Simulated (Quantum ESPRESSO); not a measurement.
# two Co on Zn sites of ZnO, 3.25 Å apart: parallel and opposed starts, part 2 of 2

Wanted: the moments of two Co on Zn sites of ZnO, 3.25 Å apart and the energy of each order that was tried.

Quantum ESPRESSO 7.5; PBE; plane waves with GBRV 1.5 PBE potentials, no spin-orbit coupling.

So far, absolute magnetization (μB): step 2 (start 1: ferro ++) 6.09.

## Step 3: Start 2: antiferro +−

Contents of pw.in:

```
&CONTROL
  calculation = 'scf'
  prefix = 'pwscf'
  outdir = './tmp'
  pseudo_dir = './pseudo'
  disk_io = 'nowf'
/
&SYSTEM
  ibrav = 0
  celldm(1) = 8
  nat = 16
  ntyp = 4
  ecutwfc = 40
  ecutrho = 280
  nbnd = 124
  occupations = 'smearing'
  smearing = 'fd'
  degauss = 0.00367493
  nspin = 2
  starting_magnetization(1) = 0.1588
  starting_magnetization(2) = 0
  starting_magnetization(3) = 0
  starting_magnetization(4) = -0.1588
/
&ELECTRONS
  conv_thr = 3.2d-08
  electron_maxstep = 150
  mixing_beta = 0.3
/
ATOMIC_SPECIES
Co1    58.9332 co_pbe_v1.2.uspp.F.UPF
Zn     65.3800 zn_pbe_v1.uspp.F.UPF
O      15.9990 o_pbe_v1.2.uspp.F.UPF
Co2    58.9332 co_pbe_v1.2.uspp.F.UPF
CELL_PARAMETERS alat
   1.5354024762584    0.0000000000000    0.0000000000000
  -0.7677012381292    1.3296975200411    0.0000000000000
   0.0000000000000    0.0000000000000    1.2299754913658
ATOMIC_POSITIONS crystal
Co1     0.1666666700    0.3333333300    0.0000000000
Zn      0.3333333300    0.1666666700    0.5000000000
O       0.1666666700    0.3333333300    0.3820000000
O       0.3333333300    0.1666666700    0.8820000000
Co2     0.1666666700    0.8333333300    0.0000000000
Zn      0.3333333300    0.6666666700    0.5000000000
O       0.1666666700    0.8333333300    0.3820000000
O       0.3333333300    0.6666666700    0.8820000000
Zn      0.6666666700    0.3333333300    0.0000000000
Zn      0.8333333300    0.1666666700    0.5000000000
O       0.6666666700    0.3333333300    0.3820000000
O       0.8333333300    0.1666666700    0.8820000000
Zn      0.6666666700    0.8333333300    0.0000000000
Zn      0.8333333300    0.6666666700    0.5000000000
O       0.6666666700    0.8333333300    0.3820000000
O       0.8333333300    0.6666666700    0.8820000000
K_POINTS automatic
4 4 5 0 0 0
```

On the command line:

```sh
$ OMP_NUM_THREADS=1 mpirun -n 4 pw.x -nk 4 -in pw.in > pw.out
```

The program printed:

```text
[banner, memory and clock lines left out]
Program PWSCF v.7.5 starts

     Message from routine setup:
     using ibrav=0 with symmetry is DISCOURAGED, use correct ibrav instead

     bravais-lattice index     =            0
     lattice parameter (alat)  =       8.0000  a.u.
     unit-cell volume          =    1285.7055 (a.u.)^3
     number of atoms/cell      =           16
     number of atomic types    =            4
     number of electrons       =       202.00
     number of Kohn-Sham states=          124
     kinetic-energy cutoff     =      40.0000  Ry
     charge density cutoff     =     280.0000  Ry
     scf convergence threshold =      3.2E-08
     mixing beta               =       0.3000
     number of iterations used =            8  plain     mixing
     Exchange-correlation= SLA  PW   PBE  PBE
                           (   1   4   3   4   0   0   0)

     celldm(1)=   8.000000  celldm(2)=   0.000000  celldm(3)=   0.000000
     celldm(4)=   0.000000  celldm(5)=   0.000000  celldm(6)=   0.000000

     crystal axes: (cart. coord. in units of alat)
               a(1) = (   1.535402   0.000000   0.000000 )
               a(2) = (  -0.767701   1.329698   0.000000 )
               a(3) = (   0.000000   0.000000   1.229975 )

     reciprocal axes: (cart. coord. in units 2 pi/alat)
               b(1) = (  0.651295  0.376025 -0.000000 )
               b(2) = (  0.000000  0.752051  0.000000 )
               b(3) = (  0.000000 -0.000000  0.813024 )

     PseudoPot. # 1 for Co read from file:
     co_pbe_v1.2.uspp.F.UPF
     Pseudo is Ultrasoft + core correction, Zval = 17.0

     PseudoPot. # 2 for Zn read from file:
     zn_pbe_v1.uspp.F.UPF
     Pseudo is Ultrasoft, Zval = 20.0

     PseudoPot. # 3 for O  read from file:
     o_pbe_v1.2.uspp.F.UPF
     Pseudo is Ultrasoft + core correction, Zval =  6.0

     PseudoPot. # 4 for Co read from file:
     co_pbe_v1.2.uspp.F.UPF
     Pseudo is Ultrasoft + core correction, Zval = 17.0

     atomic species   valence    mass     pseudopotential
     Co1              17.00    58.93320     Co( 1.00)
     Zn               20.00    65.38000     Zn( 1.00)
     O                 6.00    15.99900     O ( 1.00)
     Co2              17.00    58.93320     Co( 1.00)

     Starting magnetic structure
     atomic species   magnetization
     Co1             0.159
     Zn              0.000
     O               0.000
     Co2            -0.159

      2 Sym. Ops. (no inversion) found ( 1 have fractional translation)

   Cartesian axes

     site n.     atom                  positions (alat units)
         1        Co1    tau(   1) = (   0.0000000   0.4432325   0.0000000  )
         2        Zn     tau(   2) = (   0.3838506   0.2216163   0.6149877  )
         3        O      tau(   3) = (   0.0000000   0.4432325   0.4698506  )
         4        O      tau(   4) = (   0.3838506   0.2216163   1.0848384  )
         5        Co2    tau(   5) = (  -0.3838506   1.1080813   0.0000000  )
         6        Zn     tau(   6) = (  -0.0000000   0.8864650   0.6149877  )
         7        O      tau(   7) = (  -0.3838506   1.1080813   0.4698506  )
         8        O      tau(   8) = (  -0.0000000   0.8864650   1.0848384  )
         9        Zn     tau(   9) = (   0.7677012   0.4432325   0.0000000  )
        10        Zn     tau(  10) = (   1.1515518   0.2216163   0.6149877  )
        11        O      tau(  11) = (   0.7677012   0.4432325   0.4698506  )
        12        O      tau(  12) = (   1.1515518   0.2216163   1.0848384  )
        13        Zn     tau(  13) = (   0.3838506   1.1080813   0.0000000  )
        14        Zn     tau(  14) = (   0.7677012   0.8864650   0.6149877  )
        15        O      tau(  15) = (   0.3838506   1.1080813   0.4698506  )
        16        O      tau(  16) = (   0.7677012   0.8864650   1.0848384  )

     number of k points=    27  Fermi-Dirac smearing, width (Ry)=  0.0037
                       cart. coord. in units 2pi/alat
        k(    1) = (   0.0000000   0.0000000   0.0000000), wk =   0.0125000
        k(    2) = (   0.0000000   0.0000000   0.1626049), wk =   0.0250000
        k(    3) = (   0.0000000   0.0000000   0.3252097), wk =   0.0250000
        k(    4) = (   0.0000000   0.1880127   0.0000000), wk =   0.0500000
        k(    5) = (   0.0000000   0.1880127   0.1626049), wk =   0.0500000
        [... 22 further k-points ...]

     Dense  grid:   101633 G-vectors     FFT dimensions: (  72,  72,  54)

     Smooth grid:    43977 G-vectors     FFT dimensions: (  50,  50,  40)

     Check: negative core charge=   -0.000014
     Generating pointlists ...
     new r_m :   0.1924 (alat units)  1.5391 (a.u.) for type    1
     new r_m :   0.1924 (alat units)  1.5391 (a.u.) for type    2
     new r_m :   0.1924 (alat units)  1.5391 (a.u.) for type    3
     new r_m :   0.1924 (alat units)  1.5391 (a.u.) for type    4

     Initial potential from superposition of free atoms

     starting charge     199.9991, renormalised to     202.0000
     Starting wfcs are  136 randomized atomic wfcs

     Self-consistent Calculation

     iteration #  1     ecut=    40.00 Ry     beta= 0.30
     Davidson diagonalization with overlap
     ethr =  1.00E-02,  avg # of iterations =  3.4

     total energy              =   -3610.94559649 Ry
     estimated scf accuracy    <      33.96545077 Ry

     total magnetization       =     0.00 Bohr mag/cell
     absolute magnetization    =     0.84 Bohr mag/cell

     iteration #  2     ecut=    40.00 Ry     beta= 0.30
     Davidson diagonalization with overlap
     ethr =  1.00E-02,  avg # of iterations =  3.0

     total energy              =   -3617.41585423 Ry
     estimated scf accuracy    <     111.53810873 Ry

     total magnetization       =    -0.00 Bohr mag/cell
     absolute magnetization    =     0.16 Bohr mag/cell

     [... further iterations left out ...]

     iteration # 16     ecut=    40.00 Ry     beta= 0.30
     Davidson diagonalization with overlap
     ethr =  1.67E-10,  avg # of iterations =  2.0

     total energy              =   -3624.93128849 Ry
     estimated scf accuracy    <       0.00000005 Ry

     total magnetization       =     0.00 Bohr mag/cell
     absolute magnetization    =     5.62 Bohr mag/cell

     iteration # 17     ecut=    40.00 Ry     beta= 0.30
     Davidson diagonalization with overlap
     ethr =  2.56E-11,  avg # of iterations =  2.0

     Magnetic moment per site  (integrated on atomic sphere of radius R)
     atom   1 (R=0.192)  charge= 14.2858  magn=  2.2980
     atom   2 (R=0.192)  charge= 17.4200  magn= -0.0000
     atom   3 (R=0.192)  charge=  5.4307  magn=  0.0693
     atom   4 (R=0.192)  charge=  5.4253  magn=  0.0000
     atom   5 (R=0.192)  charge= 14.2858  magn= -2.2979
     atom   6 (R=0.192)  charge= 17.4200  magn= -0.0000
     atom   7 (R=0.192)  charge=  5.4307  magn= -0.0692
     atom   8 (R=0.192)  charge=  5.4253  magn=  0.0000
     atom   9 (R=0.192)  charge= 17.4190  magn= -0.0000
     atom  10 (R=0.192)  charge= 17.4209  magn=  0.0042
     atom  11 (R=0.192)  charge=  5.4328  magn= -0.0000
     atom  12 (R=0.192)  charge=  5.4309  magn=  0.0802
     atom  13 (R=0.192)  charge= 17.4190  magn= -0.0000
     atom  14 (R=0.192)  charge= 17.4209  magn= -0.0042
     atom  15 (R=0.192)  charge=  5.4328  magn= -0.0000
     atom  16 (R=0.192)  charge=  5.4309  magn= -0.0802

     End of self-consistent calculation

     [... lines left out ...]
     the Fermi energy is    10.5593 ev

!    total energy              =   -3624.93128853 Ry
     estimated scf accuracy    <       0.00000001 Ry
     smearing contrib. (-TS)   =      -0.00128006 Ry
     internal energy E=F+TS    =   -3624.93000847 Ry

     The total energy is F=E-TS. E is the sum of the following terms:
     one-electron contribution =   -2867.11566045 Ry
     hartree contribution      =    1520.41943945 Ry
     xc contribution           =    -377.71324431 Ry
     ewald contribution        =   -1900.52054315 Ry

     total magnetization       =     0.00 Bohr mag/cell
     absolute magnetization    =     5.62 Bohr mag/cell

     convergence has been achieved in  17 iterations
```

Run time: 2.7 min. Hardware: 4 MPI ranks of AMD EPYC 9B45 (Zen 5), shared host; peak memory 1.5 GiB; 11 min of CPU time.

Spin moment in the atom's sphere by atom:

```tsv
atom	spin moment in the atom's sphere (μB)
Co1	2.30
Zn2	0.00
O3	0.07
O4	0.00
Co5	-2.30
Zn6	0.00
O7	-0.07
O8	0.00
Zn9	0.00
Zn10	0.00
O11	0.00
O12	0.08
Zn13	0.00
Zn14	0.00
O15	0.00
O16	-0.08
```

This step gave:

```
smearing term TS       : 0.01742 eV
magnetization          : 0 μB
absolute magnetization : 5.618 μB
final state            : antiferromagnetic
```

Spin density in the ac plane at fractional y = 0.333, with atoms of Co and O and Zn within 0.2 Å of it.

Ten even steps from '_' (0.0 e/Å³) to '@' (6.8 e/Å³), each cell a mean:
```
____--++..__________________________
______..____________________________
____________________________________
____________________________________
____________________________________
____________________________________
____________________________________
____________________________________
____________________________________
____________________________________
____________________________________
____________________________________
____..--____________________________
____++@@::__________________________
```
Columns run along a (6.5 Å), rows up along c (5.2 Å). Atoms in or near the plane, at fractional coordinates: Co at (0.17, 0.00), O at (0.17, 0.38), Zn at (0.67, 0.00), O at (0.67, 0.38).

Valence density in the ac plane at fractional y = 0.333, with atoms of Co and O and Zn within 0.2 Å of it. It is the smooth field of the valence electrons, not physical close to the nuclei.

Values in e/Å³, 8 rows by 16 columns, each cell a mean:
```
 0  3 13 11  1  0  0  0  0  3 18 14  1  0  0  0
 0  0  0  0  0  0  0  0  0  0  0  0  0  0  0  0
 0  0  0  0  0  0  0  0  0  0  0  0  0  0  0  0
 0  0  1  1  0  0  0  0  0  0  1  1  0  0  0  0
 0  2  5  5  1  0  0  0  0  2  5  5  1  0  0  0
 0  1  3  3  1  0  0  0  0  1  3  3  1  0  0  0
 0  1  1  1  0  0  0  0  0  0  1  1  0  0  0  0
 0  5 24 19  2  0  0  0  0  5 37 28  2  0  0  0
```
Columns run along a (6.5 Å), rows up along c (5.2 Å). Atoms in or near the plane, at fractional coordinates: Co at (0.17, 0.00), O at (0.17, 0.38), Zn at (0.67, 0.00), O at (0.67, 0.38).

## Step 4: Energies of the orders

An order is kept where moments of 0.15 μB or more survive with the typed signs; meshes match where a doubled cell samples the same k points as the first cell.

Orders:

```tsv
start	final state	typed order kept	energy over the lowest (meV a seeded atom)	largest site moment (μB)	net moment (μB a cell of the first run)	mesh matched	CPU time (s)
ferro ++	ferromagnetic	yes	27.42	2.365	6.039	yes	633.7
antiferro +-	antiferromagnetic	yes	0	2.298	0	yes	642.8
```

## Step 5: Results

- lowest state found: antiferromagnetic (from antiferro +-)
- largest site moment: 2.30 μB
- next state with moments: ferromagnetic, 27.4 meV a seeded atom higher

**Reading.** This is the lowest of 2 collinear or spinless starts, no proof of the ground state. No Hubbard term acts here. In such compounds local and semilocal functionals without one often delocalise the d electrons, and can shrink or lose moments and miss the size, sign and order of the couplings. The smearing term is large for its width, so states at the Fermi level are partly filled: at this level the cell is a metal or has a gap of a few widths at most. The cell was built by rule and the atoms were not relaxed, which can move these energies.

[Logs and program files are shortened in this print: banners, set-up blocks, solver, clock and traceback lines can be left out without a mark of their own.]

[Logs are printed without paths, hosts, clocks, repeated set-up lines and the standing remarks that a program may print on its own settings, such as how far it seeks lower states.]

[Hosts, paths, dates, database ids (printed as entryN), source tags and the programs' standing remarks are cut or masked in the printed files.]

[Where a cell is said to come from a database of computed structures, the database is the Materials Project.]
